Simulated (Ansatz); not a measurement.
**Work function of Pt(111): what the settings cost and change**

Aim: the work function of Pt(111) across levels of theory at one geometry.

Method: plane-wave DFT, PBE, Ansatz PAW, in the first sound run; inputs show where later runs differ, in Ansatz 0.2.0.

**Measured values to reproduce.**

“Anisotropic work function of elemental crystals” (2019, arxiv:1902.07811) quotes from earlier work for Pt (clean (111) face, a compiled value): work function (clean (111) face, a compiled value) 5.91 eV.

This is a report of a sequence of runs, with the program logs left out and the cost of each run kept.

**1. The structure**

The cell holds 7 atoms: 7 Pt. Its edges and angles: a = 2.772 Å, b = 2.772 Å, c = 31.579 Å, α = 90.0°, β = 90.0°, γ = 60.0°. Vacuum lies along c.

**2. Slab, setting PBE, Ansatz PAW (420 eV)**

A work function rests on the faint tail of the density, so the SCF threshold is tight. PBE on the default files comes first; the next runs keep the geometry and change functional or files, each at the cutoff that its files recommend; a relaxation and, for heavy metals, spin-orbit coupling close the ladder.

The input, input.yaml:

```yaml
crystal:
  lattice:
    - [2.7718585823, 0.0, 0.0]
    - [1.3859292911, 2.4004999479, 0.0]
    - [0.0, 0.0, 31.5792783313]
  atoms:
    - { symbol: Pt, position: [0.0, 0.0, 0.2849970131] }
    - { symbol: Pt, position: [0.3333333333, 0.3333333333, 0.3566646754] }
    - { symbol: Pt, position: [0.6666666667, 0.6666666667, 0.4283323377] }
    - { symbol: Pt, position: [0.0, 0.0, 0.5] }
    - { symbol: Pt, position: [0.3333333333, 0.3333333333, 0.5716676623] }
    - { symbol: Pt, position: [0.6666666667, 0.6666666667, 0.6433353246] }
    - { symbol: Pt, position: [0.0, 0.0, 0.7150029869] }
kpoints:
  mp_grid: { grid: [17, 17, 1] }
hamiltonian:
  xc: pbe
scf:
  occupations: { method: fermi_dirac, width: 0.1 }
  convergence: { dr2_threshold: 1.0e-09 }
efield:
  axis: 3
  dipole_correction: true
  ramp_position: 0.97
  ramp_width: 0.06
output:
  write_potential: true
  write_density: true
  volumetric_format: npy
  elf: true
```

Run with:

```
$ ansatz run input.yaml --threads 4 --pin off --max-ram 6144MiB --backend cpu --events-out ev --progress --plain --runs-dir out
```

The job ended after 44 s (4 threads of Arm Neoverse N1, shared host; peak memory 0.92 GiB; 2.4 min of CPU time).

Read from the output:

| Item | Value |
| --- | --- |
| energy at zero smearing | -87659.8378 eV |
| work function, upper face | 5.663 eV |

Running mean over 2.263 Å of the planar mean; the ramp of the sawtooth is left out. Table of electron's electrostatic potential energy less the Fermi level by z:

z (Å), electron's electrostatic potential energy less the Fermi level (eV) and a bar from the least value:
```
        4        5.7 ##############################
        5        5.7 ##############################
        6        5.6 ##############################
        7        4.6 ############################
        8       -5.0 ############
        9      -11.6 #
       10      -12.1 
       11      -12.2 
       12      -12.3 
       13      -12.3 
       14      -12.3 
       15      -12.3 
       16      -12.3 
       17      -12.3 
       18      -12.3 
       19      -12.3 
       20      -12.3 
       21      -12.1 
       22      -12.0 #
       23      -10.4 ###
       24        0.3 #####################
       25        5.4 #############################
       26        5.6 ##############################
       27        5.7 ##############################
       28        5.7 ##############################
```

ELF in the ca plane at fractional y = 0.000, with atoms of Pt within 0.2 Å of it. It is the smooth field of the valence electrons, not physical close to the nuclei.

Ten even steps from '0' (0.00) to '9' (0.67), each cell a mean:
```
32222333347999633333222333335899963210000000
43323443335887533343323343334688743210000000
54334554333454333454333455433445433110000000
64444565333343334665444566533344432100000000
54334565333443334565433455433344432100000000
43333443334676433444333444334567643210000000
33223333346998633333222333335899853210000000
32112333347999633333212233335899963210000000
```
Columns run along c (16.0 Å, from fractional 0.37 to 0.87 of the cell), rows up along a (2.8 Å). Atoms in or near the plane, at fractional coordinates: Pt at (0.50, 0.00), Pt at (0.72, 0.00).

Electrostatic potential energy in the ca plane at fractional y = 0.000, with atoms of Pt within 0.2 Å of it. With pseudopotentials it is smooth inside the atoms' cores, unlike the true potential.

Ten even steps from '0' (-65 eV) to '9' (15 eV), each cell a mean:
```
99999999984000589999999999997200179999999999
89999888986324799888999888998522589999999999
78998768998777898767899867899877899999999999
57887557899999998656898755799999999999999999
68998667899888998756898766899988999999999999
88998878997545899878999878898744689999999999
99999999985102689999999999997300379999999999
99999999973000489999999999996100169999999999
```
Columns run along c (16.0 Å, from fractional 0.37 to 0.87 of the cell; values clipped at the 3rd and 97th percentile), rows up along a (2.8 Å). Atoms in or near the plane, at fractional coordinates: Pt at (0.50, 0.00), Pt at (0.72, 0.00).

Valence density in the ca plane at fractional y = 0.000, with atoms of Pt within 0.2 Å of it. It is the smooth field of the valence electrons, not physical close to the nuclei.

Ten steps, logarithmic in the rise over the least value, from '0' (0 e/Å³) to '9' (11 e/Å³), each cell a mean:
```
22112222247998632222212222235899852000000000
33223333235787532333222333324677631000000000
54333554323454323454323455323455421000000000
64334565322333223565433566432233211000000000
54334554323343223555333455422333321000000000
43223443334676433344322344323566531000000000
32222332236898632333222233224799742000000000
22112222247999632222211222235899852100000000
```
Columns run along c (16.0 Å, from fractional 0.37 to 0.87 of the cell), rows up along a (2.8 Å). Atoms in or near the plane, at fractional coordinates: Pt at (0.50, 0.00), Pt at (0.72, 0.00).

The work function is 5.663 eV.

**3. Slab**

This step: plane-wave DFT, LDA, Ansatz PAW (Ansatz 0.2.0).

Edit input.yaml of step 2 so:

```diff
@@ -16,3 +16,3 @@
 hamiltonian:
-  xc: pbe
+  xc: lda
 scf:
@@ -29,2 +29 @@
   volumetric_format: npy
-  elf: true
```

Wall time 47 s (4 threads); peak memory 0.9 GiB.

The work function is 6.052 eV, +0.389 eV from the run “PBE, Ansatz PAW (420 eV)”, at 1.0 times its CPU time.

**4. Slab**

This step: plane-wave DFT, PBEsol, Ansatz PAW (Ansatz 0.2.0).

Edit input.yaml of step 3 so:

```diff
@@ -16,3 +16,3 @@
 hamiltonian:
-  xc: lda
+  xc: pbesol
 scf:
```

The job ended after 49 s (4 threads; peak memory 0.91 GiB; 2.6 min of CPU time).

The work function is 5.798 eV, +0.135 eV from the run “PBE, Ansatz PAW (420 eV)”, at 1.1 times its CPU time.

**5. Run**

This step: plane-wave DFT, RPBE, Ansatz PAW (Ansatz 0.2.0).

Edit input.yaml of step 4 so:

```diff
@@ -16,3 +16,3 @@
 hamiltonian:
-  xc: pbesol
+  xc: rpbe
 scf:
```

Wall time 45 s (4 threads); peak memory 0.92 GiB.

The work function is 5.498 eV, -0.165 eV from the run “PBE, Ansatz PAW (420 eV)”, at 1.0 times its CPU time.

**6. Slab**

This step: plane-wave DFT, r2SCAN, Ansatz PAW (Ansatz 0.2.0).

Edit input.yaml of step 5 so:

```diff
@@ -16,3 +16,3 @@
 hamiltonian:
-  xc: rpbe
+  xc: r2scan
 scf:
```

It took 2.1 min on 4 threads; peak memory 1.5 GiB.

The work function is 5.725 eV, +0.062 eV from the run “PBE, Ansatz PAW (420 eV)”, at 2.8 times its CPU time.

**7. Slab**

This step: plane-wave DFT, PBE, JTH PAW (Ansatz 0.2.0).

Edit input.yaml of step 6 so:

```diff
@@ -16,3 +16,4 @@
 hamiltonian:
-  xc: r2scan
+  xc: pbe
+  pseudopotentials: { kind: paw, source: jth }
 scf:
```

The job ended after 87 s (4 threads; peak memory 1.4 GiB).

The work function is 5.670 eV, +0.007 eV from the run “PBE, Ansatz PAW (420 eV)”, at 2.0 times its CPU time.

**8. Slab**

This step: plane-wave DFT, PBE, norm-conserving (Ansatz 0.2.0).

Edit input.yaml of step 7 so:

```diff
@@ -17,3 +17,3 @@
   xc: pbe
-  pseudopotentials: { kind: paw, source: jth }
+  pseudopotentials: { kind: nc }
 scf:
```

It took 3.1 min on 4 threads; peak memory 3 GiB; 11 min of CPU time.

The work function is 5.663 eV, +0.000 eV from the run “PBE, Ansatz PAW (420 eV)”, at 4.6 times its CPU time.

**9. Slab**

This step: plane-wave DFT, LDA, norm-conserving (Ansatz 0.2.0).

Edit input.yaml of step 8 so:

```diff
@@ -16,3 +16,3 @@
 hamiltonian:
-  xc: pbe
+  xc: lda
   pseudopotentials: { kind: nc }
```

It took 3.1 min on 4 threads; peak memory 3 GiB.

The work function is 6.056 eV, +0.393 eV from the run “PBE, Ansatz PAW (420 eV)”, at 4.7 times its CPU time.

**10. Slab, setting PBE, all layers relaxed**

This step: plane-wave DFT, PBE, Ansatz PAW (Ansatz 0.2.0).

Edit input.yaml of step 9 so:

```diff
@@ -16,4 +16,3 @@
 hamiltonian:
-  xc: lda
-  pseudopotentials: { kind: nc }
+  xc: pbe
 scf:
@@ -26,2 +25,5 @@
   ramp_width: 0.06
+relax:
+  f_tol: 0.01
+  max_steps: 40
 output:
```

Run time: 2.1 min. Hardware: 4 threads; peak memory 0.81 GiB; 7.3 min of CPU time.

The relaxation took 4 steps and lowered the energy by 0.084 eV; the largest force on the free atoms ends at 5.3e-4 eV/Å.

The work function is 5.712 eV, +0.049 eV from the run “PBE, Ansatz PAW (420 eV)”, at 3.0 times its CPU time.

**11. Slab**

This step: plane-wave DFT, PBE, fully relativistic PAW with spin-orbit coupling (Ansatz 0.2.0).

Edit input.yaml of step 10 so:

```diff
@@ -17,2 +17,3 @@
   xc: pbe
+  pseudopotentials: { kind: paw_fr }
 scf:
@@ -25,5 +26,5 @@
   ramp_width: 0.06
-relax:
-  f_tol: 0.01
-  max_steps: 40
+magnetization:
+  noncollinear: true
+  spin_orbit: true
 output:
```

Elapsed: 5.7 min, on 4 threads; peak memory 3.5 GiB.

The work function is 5.627 eV, -0.036 eV from the run “PBE, Ansatz PAW (420 eV)”, at 8.8 times its CPU time.

**12. Comparing the runs**

Times are for 4 threads of Arm Neoverse N1, shared host. Results by setting:

| no. | setting | work function, upper face (eV) | time | memory (GiB) |
| --- | --- | --- | --- | --- |
| 1 | PBE, Ansatz PAW (420 eV) | 5.663 | 44 s | 0.92 |
| 2 | LDA, Ansatz PAW (420 eV) | 6.052 | 47 s | 0.9 |
| 3 | PBEsol, Ansatz PAW (420 eV) | 5.798 | 49 s | 0.91 |
| 4 | RPBE, Ansatz PAW (420 eV) | 5.498 | 45 s | 0.92 |
| 5 | r2SCAN, Ansatz PAW (500 eV) | 5.725 | 2.1 min | 1.5 |
| 6 | PBE, JTH PAW (750 eV) | 5.670 | 87 s | 1.4 |
| 7 | PBE, norm-conserving (1143 eV) | 5.663 | 3.1 min | 3.0 |
| 8 | LDA, norm-conserving (1143 eV) | 6.056 | 3.1 min | 3.0 |
| 9 | PBE, all layers relaxed | 5.712 | 2.1 min | 0.81 |
| 10 | PBE with spin-orbit coupling (420 eV) | 5.627 | 5.7 min | 3.5 |

**13. A changed input**

This step: plane-wave DFT, PBE, Ansatz PAW (Ansatz 0.2.0).

An input spoilt on purpose, to show how the run answers: it repeats the earlier run “PBE, Ansatz PAW (420 eV)” with efield.amplitude to 1.5, and scf.max_iter set to 100; its output block differs too.

Edit input.yaml of step 11 so:

```diff
@@ -17,3 +17,2 @@
   xc: pbe
-  pseudopotentials: { kind: paw_fr }
 scf:
@@ -21,2 +20,3 @@
   convergence: { dr2_threshold: 1.0e-09 }
+  max_iter: 100
 efield:
@@ -26,5 +26,3 @@
   ramp_width: 0.06
-magnetization:
-  noncollinear: true
-  spin_orbit: true
+  amplitude: 1.5
 output:
```

Elapsed: 57 s, on 4 threads; peak memory 0.9 GiB; 3.4 min of CPU time.

In so strong a field the program warns of density in the ramp of the sawtooth; these numbers are not the system's.

**14. Summary of results**

| Quantity | Value |
| --- | --- |
| work function, PBE, Ansatz PAW (420 eV) | 5.663 eV |
| work function, LDA, Ansatz PAW (420 eV) | 6.052 eV |
| work function, RPBE, Ansatz PAW (420 eV) | 5.498 eV |
| work function, r2SCAN, Ansatz PAW (500 eV) | 5.725 eV |
| work function, LDA, norm-conserving (1143 eV) | 6.056 eV |
| work function, PBE, all layers relaxed | 5.712 eV |
| work function, PBE with spin-orbit coupling (420 eV) | 5.627 eV |

In words: PBE on the default files gives 5.66 eV, and the settings tried spread the value from 5.50 to 6.06 eV. At one geometry LDA lies 0.39 eV above PBE. The choice of pseudopotentials moves the PBE value by 0.007 eV. Relaxing the layers changes it by +0.049 eV. Spin-orbit coupling, on the fully relativistic files, changes it by -0.04 eV. The ladder's slabs use the tabulated experimental lattice constant (two decimals; a low-temperature value for the alkali metals).

Comparison with the measured values:

| quantity | measured | PBE, Ansatz PAW (420 eV) | PBEsol, Ansatz PAW (420 eV) | RPBE, Ansatz PAW (420 eV) | LDA, norm-conserving (1143 eV) | PBE, all layers relaxed | PBE with spin-orbit coupling (420 eV) |
| --- | --- | --- | --- | --- | --- | --- | --- |
| work function (clean (111) face, a compiled value) (eV) | 5.91 | 5.66 (-0.25 eV) | 5.80 (-0.11 eV) | 5.50 (-0.41 eV) | 6.06 (+0.15 eV) | 5.71 (-0.20 eV) | 5.63 (-0.28 eV) |

Measured values from arxiv:1902.07811 (2019).

How well it matches: For the work function, of the levels listed nearest comes PBEsol, Ansatz PAW (420 eV) (-0.11 eV, good agreement) and farthest RPBE, Ansatz PAW (420 eV) (-0.41 eV, fair agreement).

[Long decimals in the printed logs are rounded to 6 places.]

[Logs are printed without paths, hosts, clocks, repeated set-up lines and the standing remarks that a program may print on its own settings, such as how far it seeks lower states.]

[Hosts, paths, dates, database ids (printed as entryN), source tags and the programs' standing remarks are cut or masked in the printed files.]

[Maps of the electrostatic potential energy from Ansatz leave out the sawtooth potential of an applied field or a dipole correction, so their vacuum need not be flat; planar profiles and work functions include it.]
